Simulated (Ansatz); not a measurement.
**TlBr3 (model cell, started as ReO3 type): phonons and vibrational spectra**

The cell of TlBr3 (model cell, started as ReO3 type) is at rest. What are its phonons? After the zone centre comes a 2×2×2 q mesh on a 8×8×8 k mesh.

Program: Ansatz 0.2.0. Level of theory: DFT PBEsol, scalar-relativistic, plane waves, norm-conserving pseudopotentials. Results are calculated unless marked as measured.

The structure was built from a prototype and need not be the compound's stable phase.

## Step 1: Set-up

The structure is cubic, space group Pm-3m (No. 221). The conventional cell has a = 5.518 Å, b = 5.518 Å, c = 5.518 Å, α = 90.00°, β = 90.00°, γ = 90.00°. Tl has 6 Br at 2.76 Å nearest. Br has 2 Tl at 2.76 Å nearest. Farther neighbours and most contacts between anions are not listed.

## Step 2: Zone-centre response

The cell comes from relaxations at this level that are not shown. The zone centre comes first: it holds the modes that light can see, as far as symmetry allows. No field response is asked, since the mesh shows no gap.

input.yaml

```yaml
crystal:
  lattice:
    - [5.5180850399, 0.0, 0.0]
    - [0.0, 5.5180850399, 0.0]
    - [0.0, 0.0, 5.5180850399]
  atoms:
    - { symbol: Tl, position: [0.0, 0.0, 0.0] }
    - { symbol: Br, position: [0.5, 0.0, 0.0] }
    - { symbol: Br, position: [0.0, 0.5, 0.0] }
    - { symbol: Br, position: [0.0, 0.0, 0.5] }
kpoints:
  mp_grid: { grid: [8, 8, 8] }
hamiltonian:
  xc: pbesol
  pseudopotentials: { kind: nc }
scf:
  occupations: { method: methfessel_paxton, width: 0.2 }
output:
  eigenvalues: true
phonons:
  method: dfpt
```

Started as:

```console
$ ansatz run input.yaml --threads 4 --pin off --max-ram 7168MiB --backend cpu --events-out ev --progress --plain --runs-dir out
```

Numbers of over 12 decimals in the logs are rounded to 6 here.

Log:

```text
zone centre: on kpoints.mp_grid the ground state, and the responses unless they are solved on pairs of k-points, stand on 125 of the mesh's 512 k-points, reduced under 8 symmetry operations, with k and −k counted as one. Each operation leaves every solved displacement unchanged or reverses it
Engine: ansatz 0.2.0, x86_64-unknown-linux-gnu
Pseudopotentials: kind: nc
Pseudopotential: Tl, nc, valence charge 13, recommended cutoff 843.552974 eV (normal), Tl.nc.azcp (PseudoDojo's, or run here from an input of PseudoDojo's: the run reads no file of this project's for it)
Pseudopotential: Br, nc, valence charge 7, recommended cutoff 625.861884 eV (normal), Br.nc.azcp (PseudoDojo's, or run here from an input of PseudoDojo's: the run reads no file of this project's for it)
Functional definition: PBEsol
  exchange = pbesol_x
  correlation = pbesol_c
Crystal: 4 atoms, lattice volume = 168.022 Å³
Basis set: ecut = 843.552974 eV, 9315 PW (Γ), exchange–correlation on 108×108×108 points (8 copies of the dense FFT grid, shifted against one another)
Bands: 21, of which v1, the nominal top of the filled ones, is band 17 counted from 1 (16 counted from 0)
Symmetry: 48 space group operations
k-points: 125 of 512 (irreducible under 8 space group operations)
Non-local potential: Tl, projectors of the file, l = 0: 2, l = 1: 2, l = 2: 2
Non-local potential: Br, projectors of the file, l = 0: 2, l = 1: 2, l = 2: 2
Initial density: superposition of atomic densities (chi_scale 0.1, normalization cell, long waves kept (reshape's long-wave potential 0.03 eV rms))
Initial wavefunctions: pseudopotential atomic-orbital guess
Functional: x = pbesol(κ = 0.804, μ = 0.123457), c = pbesol(β = 0.046)
SCF iter   1: F=—  HF=-2936.150515 eV  |F-HF|=—  |Δ(HF+E_count)|=         —  Δρ=2.75e-2  dr2=1.82e0  ethr=3.10e-3  ⟨swp⟩=6.4  Hψ=13522  notcnv=0
preconditioner: auto → LDOS  [metal: Δε(μ)=0.009 eV  Ē_g=11.917 eV  σ=0.200 eV  W_gap=0.04  n_scr=26 (ndim 8)  ℏωp=16.7 eV  f_vac=0.230  D(μ)=4.35/eV (n_scr^D=26)  β→1.0]
SCF iter   2: F=—  HF=-2935.565217 eV  |F-HF|=—  |Δ(HF+E_count)|=   5.85e-1  S|Δr|=    0.00e0  Δρ=1.42e-2  dr2=2.70e-1  ethr=3.10e-3  ⟨swp⟩=3.0  Hψ=6279  notcnv=0
SCF iter   3: F=—  HF=-2935.454818 eV  |F-HF|=—  |Δ(HF+E_count)|=   1.10e-1  S|Δr|=    0.00e0  Δρ=1.65e-3  dr2=5.25e-3  ethr=7.93e-4  ⟨swp⟩=2.0  Hψ=5769  notcnv=0
SCF iter   4: F=—  HF=-2935.453192 eV  |F-HF|=—  |Δ(HF+E_count)|=   1.63e-3  S|Δr|=    0.00e0  Δρ=1.71e-4  dr2=2.88e-5  ethr=1.54e-5  ⟨swp⟩=2.1  Hψ=4296  notcnv=0
SCF iter   5: F=—  HF=-2935.453198 eV  |F-HF|=—  |Δ(HF+E_count)|=   6.43e-6  S|Δr|=    0.00e0  Δρ=4.09e-5  dr2=1.92e-6  ethr=8.47e-8  ⟨swp⟩=2.2  Hψ=4745  notcnv=0
SCF iter   6: F=—  HF=-2935.453319 eV  |F-HF|=—  |Δ(HF+E_count)|=   1.21e-4  S|Δr|=    0.00e0  Δρ=1.21e-5  dr2=1.39e-7  ethr=5.66e-9  ⟨swp⟩=2.6  Hψ=4989  notcnv=0
SCF iter   7: F=—  HF=-2935.453319 eV  |F-HF|=—  |Δ(HF+E_count)|=   2.69e-8  S|Δr|=    0.00e0  Δρ=1.36e-6  dr2=1.71e-9  ethr=4.08e-10  ⟨swp⟩=2.3  Hψ=4590  notcnv=0
SCF iter   8: F=—  HF=-2935.453319 eV  |F-HF|=—  |Δ(HF+E_count)|=  4.04e-10  S|Δr|=    0.00e0  Δρ=3.35e-7  dr2=1.23e-10  ethr=5.02e-12  ⟨swp⟩=2.2  Hψ=4596  notcnv=0
SCF iter   9: F=-2935.453319 eV  HF=-2935.453319 eV  |F-HF|=1.36e-12  |Δ(HF+E_count)|=  2.50e-11  S|Δr|=    0.00e0  Δρ=1.67e-8  dr2=3.47e-13  ethr=1.00e-12  ⟨swp⟩=9.1  Hψ=18596  notcnv=0
SCF 1 converged in 9 iterations: F = -2935.453319 eV  dr2 = 3.47e-13
DFPT response loops at Γ: preconditioner auto → none (partly filled bands, converged f_vac=0.244); β = 0.50; Broyden in place of MSR1
SCF converged after 9 iterations
Stability not checked: this state was not tested for a lower state beside it, because cold or Methfessel-Paxton smearing, or corrected tetrahedra, fill the levels in a way that the test cannot read (fill_not_monotonic; see scf.lower_state_search)
Free energy (F): -2935.453319 eV
Harris-Foulkes:  -2935.453319 eV  (|F-HF|=1.36e-12)
Internal energy: -2935.451098 eV  (E = F + TS)
E sigma→0 (E₀):  -2935.452764 eV
Entropy (-TS):   -0.002221 eV (-0.555 meV/atom)
Fermi energy:    0.393059 eV
--- Per-component energies (eV) ---
  E_band       = -202.011512
  E_kinetic    = 1216.676550
  E_local      = -2558.527477  (includes V_loc(G=0)·N_el)
  E_nonlocal   = -109.726250
  E_hartree    = 913.878608
  E_xc         = -936.116608
  E_vxc        = -578.191527  (∫ρ·V_xc dr)
  E_ewald      = -1461.635921
  E_smearing   = -0.002221  (= −TS)
  E_closure    = 0.000000  (closes the sum)
  Σ components = -2935.453319   (vs F -2935.453319, Δ=0.00e0)
--- Band table (eV; the first three rows and the last of 125) ---
  k-point 0: bands = [... 13 lower, -0.1935, -0.1935, -0.1508, -0.1508, -0.1508, 6.2214, 8.7991, 8.7991]
  k-point 1: bands = [... 13 lower, -0.2117, -0.2098, -0.1601, -0.1601, -0.0819, 6.3607, 8.8149, 8.8149]
  k-point 2: bands = [... 13 lower, -0.2756, -0.2485, -0.1640, -0.1640, 0.3175, 6.7466, 8.3079, 8.8384]
  k-point 124: bands = [... 13 lower, -0.1081, 0.4344, 0.4344, 0.4344, 4.2855, 4.7028, 4.7028, 4.7028]
--- Phonons (Γ-DFPT): 3 representative perturbations + reference, on 125 of 512 k-points (Σ response iterations 11) ---
  k mesh reduced under 8 symmetry operations, with k and −k counted as one. Each operation leaves every solved displacement unchanged or reverses it
  ASR residual: 2.575e-5 → 0.000e0 eV/Å²; symmetrization residual: 1.317e-5 eV/Å²
  ASR residual per site (eV/Å²): 2.45e-5 2.57e-5 2.57e-5 2.57e-5
  Γ frequencies (cm⁻¹): -47.71 -47.71 -47.71 -32.03 -32.03 -32.03 0.00 0.00 0.00 145.95 145.95 145.95
  non-analytic LO–TO correction: not included (Born effective charges unavailable; polar crystals: no LO–TO splitting at Γ)
```

It took 97 s on 4 threads of AMD EPYC 7R13 (Zen 3), shared host; peak memory 3.5 GiB; 6.2 min of CPU time.

This step gave:

```
volume per atom                                         : 42.01 Å³
gap on the k-mesh                                       : 0 eV
sum-rule residual before enforcement                    : 2.57e-5 eV/Å²
point group                                             : m-3m
highest optical mode at the zone centre (no LO-TO term) : 145.9 cm⁻¹
lowest optical zone-centre mode                         : -47.71 cm⁻¹
```

Patterns of degenerate modes are one choice out of their space. Modes at Γ, with each element's share of the kinetic energy (negative means imaginary):

```csv
mode,frequency (cm⁻¹),symmetry,Tl %,Br %
1,-47.7,T1u,35,65
2,-47.7,T1u,35,65
3,-47.7,T1u,35,65
4,-32.0,T2u,0,100
5,-32.0,T2u,0,100
6,-32.0,T2u,0,100
7,0.0,acoustic,46,54
8,0.0,acoustic,46,54
9,0.0,acoustic,46,54
10,145.9,T1u,19,81
11,145.9,T1u,19,81
12,145.9,T1u,19,81
```

Displacements in mode 3 (-47.7 cm⁻¹), the largest set to 1:
```
Tl1 -0.21 -0.23  0.67
Br2 -0.09  0.34 -1.00
Br3  0.32 -0.10 -1.00
Br4  0.32  0.34  0.29
```

Displacements in mode 11 (145.9 cm⁻¹), the largest set to 1:
```
Tl1  0.00 -0.01 -0.30
Br2  0.00  0.00 -0.11
Br3  0.00  0.02 -0.11
Br4  0.00  0.00  1.00
```

Before it was imposed, the acoustic sum rule was missed by 2.6e-5 eV/Å². Small misses are needed for a sound result but don't prove that mesh and cutoff are converged. The lowest optical mode is imaginary, 47.7i cm⁻¹, so the energy falls along it.

## Step 3: The dispersion

Stability and thermal properties need the whole zone. Linear response on a 2×2×2 q mesh gives force constants as far as a supercell of that size would.

Changes to input.yaml since step 2:

```diff
@@ -21 +21,8 @@
   method: dfpt
+  qmesh: [2, 2, 2]
+  temperatures: { t_max: 1000, t_step: 50 }
+  qpath:
+    path:
+      - [[0.0, 0.0, 0.0], [0.0, 0.5, 0.0], [0.5, 0.5, 0.0], [0.0, 0.0, 0.0], [0.5, 0.5, 0.5], [0.0, 0.5, 0.0]]
+      - [[0.5, 0.5, 0.5], [0.5, 0.5, 0.0]]
+    npoints: 10
```

Log:

```text
[...]
Crystal: 4 atoms, lattice volume = 168.022 Å³
Basis set: ecut = 843.552974 eV, 9315 PW (Γ), exchange–correlation on 108×108×108 points (8 copies of the dense FFT grid, shifted against one another)
Bands: 21, of which v1, the nominal top of the filled ones, is band 17 counted from 1 (16 counted from 0)
Symmetry: 48 space group operations
k-points: 35 of 512
[...]
SCF iter   1: F=—  HF=-2936.150215 eV  |F-HF|=—  |Δ(HF+E_count)|=         —  Δρ=2.75e-2  dr2=1.81e0  ethr=3.10e-3  ⟨swp⟩=6.3  Hψ=3800  notcnv=0
[...]
SCF iter   9: F=-2935.453319 eV  HF=-2935.453319 eV  |F-HF|=9.09e-13  |Δ(HF+E_count)|=  1.82e-11  S|Δr|=    0.00e0  Δρ=1.18e-8  dr2=1.75e-13  ethr=1.00e-12  ⟨swp⟩=9.0  Hψ=5189  notcnv=0
SCF 1 converged in 9 iterations: F = -2935.453319 eV  dr2 = 1.75e-13
[...]
iter 1 solved again at ethr=8.09e-7 eV; its pass at ethr=3.10e-3 eV (dr2=2.75e-4 eV) is discarded
SCF iter   1: F=—  HF=-2935.453198 eV  |F-HF|=—  |Δ(HF+E_count)|=         —  Δρ=1.87e-6  dr2=4.72e-9  ethr=8.09e-7  ⟨swp⟩=3.1  Hψ=6207  notcnv=0
eigensolver tolerance schedule: the retry pair's looser diagonalisation over-reported the residual by 58289.05 of it (diagonalisation noise at an unbounded share of the residual, at the tolerance the schedule requests for it); recorded, not acted on — ethr = c·dr2/N_el stays at c = 1.0e-1
[...]
SCF iter   2: F=—  HF=-2935.453319 eV  |F-HF|=—  |Δ(HF+E_count)|=   1.21e-4  S|Δr|=    0.00e0  Δρ=1.50e-6  dr2=2.85e-9  ethr=1.39e-11  ⟨swp⟩=4.9  Hψ=2698  notcnv=0
[...]
SCF iter   9: F=-2935.453319 eV  HF=-2935.453319 eV  |F-HF|=6.37e-12  |Δ(HF+E_count)|=  6.37e-12  S|Δr|=    0.00e0  Δρ=6.13e-8  dr2=5.40e-12  ethr=1.00e-12  ⟨swp⟩=2.0  Hψ=1789  notcnv=0
SCF 2 converged in 9 iterations: F = -2935.453319 eV  dr2 = 5.40e-12
phonons: the bands overlap, so this run is a metal and interpolates without the dipole-dipole term. If the crystal is really an insulator or semiconductor, its LO-TO splitting is missing
NSCF: frozen V_eff on 35 k-points
WARN: eigensolver did not converge in 2 slots of this pass, the one above among them; of largest residual over every band (k=2): 1 band(s) unlocked (lowest unlocked band 20, counted from 0; max residual 1.35e-3 eV among the unlocked bands, 1.35e-3 eV over every band); of lowest unlocked band (k=2): band 20
[...]
DFPT response loops at q = (0, 0, 0) (fractional): preconditioner auto → none (partly filled bands, converged f_vac=0.244); β = 0.50; Broyden in place of MSR1
[...]
SCF converged after 9 iterations
[...]
Free energy (F): -2935.453319 eV
[...]
Internal energy: -2935.451098 eV  (E = F + TS)
E sigma→0 (E₀):  -2935.452764 eV
Entropy (-TS):   -0.002221 eV (-0.555 meV/atom)
Fermi energy:    0.393059 eV
[...]
--- Band table (eV; the first three rows and the last of 35) ---
  k-point 0: bands = [... 13 lower, -0.1935, -0.1935, -0.1508, -0.1508, -0.1508, 6.2214, 8.7991, 8.7991]
  k-point 1: bands = [... 13 lower, -0.2117, -0.2098, -0.1601, -0.1601, -0.0819, 6.3607, 8.8149, 8.8149]
  k-point 2: bands = [... 13 lower, -0.2756, -0.2485, -0.1640, -0.1640, 0.3175, 6.7466, 8.3079, 8.8384]
  k-point 34: bands = [... 13 lower, -0.1081, 0.4344, 0.4344, 0.4344, 4.2855, 4.7028, 4.7028, 4.7028]
--- Phonons (Γ-DFPT): 3 representative perturbations + reference (Σ response iterations 6) ---
  ASR residual: 5.213e-5 → 0.000e0 eV/Å²; symmetrization residual: 7.596e-6 eV/Å²
  ASR residual per site (eV/Å²): 1.86e-5 5.21e-5 5.21e-5 5.21e-5
[...]
--- Phonons (arbitrary-q DFPT): 4 irreducible q on the 2×2×2 mesh ---
  q = [0.0000, 0.0000, 0.0000] (star 1, of the zone-centre solve; hermiticity 3.07e-6, symmetrization 1.51e-14): -47.71 -47.71 -47.71 -32.03 -32.03 -32.03 -0.00 -0.00 -0.00 145.95 145.95 145.95
  q = [0.0000, 0.0000, -0.5000] (star 3, 7 solved perturbations in 775 linear systems a pass and spin channel, the states on 125 of 512 k-point pairs; hermiticity 1.06e-6, symmetrization 2.36e-12, the responses' own estimated error 4.7e-4 eV/Å²): -49.81 -43.01 -41.14 -41.14 -36.91 -36.91 16.51 16.51 79.42 93.97 149.03 149.03
[...]
sum rule: each row above includes the acoustic sum rule's correction from the zone centre's row sums; it moved no ω² by more than (0.42 cm⁻¹)²
  mesh force constants: q→R imaginary residual 4.31e-46; ASR residual 5.213e-5 → 0.000e0 eV/Å²; symmetrization residual 5.329e-15 eV/Å²
  interpolated dispersion: 62 rows × 12 modes
  density of states and harmonic sums: on the 12×12×12 q-mesh, interpolated from the force constants of a 2×2×2 supercell (no non-analytic term)
  largest difference from the sums on the solved wave vectors: F 6.63e-2 eV, S 9.85e-5 and C_V 3.22e-5 eV/K
  zero-point energy: 0.033484 eV/cell   skipped modes (ω ≤ 0): 507, of them read as no rigid motion or as one in doubt: 504 (6.000e0 modes/cell left out, lowest -49.81 cm⁻¹)   left out of the sums: 5.00e-1 of the cell's modes: C_V's classical limit lies that fraction below 3 k_B per atom; for a crystal, a wire or a layer, F and S can be off by more, and a phonons.interpolated_qmesh denser along its periods is the remedy for the sampling
```

Wall time 6.8 min (4 threads); peak memory 2.7 GiB.

Numbers from this step:

- sum-rule residual before enforcement: 5.21e-5 eV/Å²
- lowest frequency on the path: -49.81 cm⁻¹
- highest frequency on the path or at a solved wavevector: 158.2 cm⁻¹
- lowest mode on the q mesh (acoustic modes at Γ apart): -49.81 cm⁻¹

Frequencies (cm⁻¹) solved at each irreducible wavevector; negative means imaginary. Frequencies by wavevector, by row:

| q in reciprocal lattice units | star | mode 1 | mode 2 | mode 3 | mode 4 | mode 10 | mode 11 | mode 12 |
| --- | --- | --- | --- | --- | --- | --- | --- | --- |
| 0 0 0 | 1 | -47.7 | -47.7 | -47.7 | -32 | 145.9 | 145.9 | 145.9 |
| 0 0 -0.5 | 3 | -49.8 | -43 | -41.1 | -41.1 | 94 | 149 | 149 |
| 0 -0.5 -0.5 | 3 | -44.8 | -44.8 | -44 | -36 | 94 | 138.6 | 152.7 |
| -0.5 -0.5 -0.5 | 1 | -44 | -44 | -44 | -19 | 96 | 96 | 157.7 |

(Part 1 of 2 ends here.)

[Logs are printed without paths, hosts, clocks, repeated set-up lines and the standing remarks that a program may print on its own settings, such as how far it seeks lower states.]

[Hosts, paths, dates, database ids (printed as entryN), source tags and the programs' standing remarks are cut or masked in the printed files.]
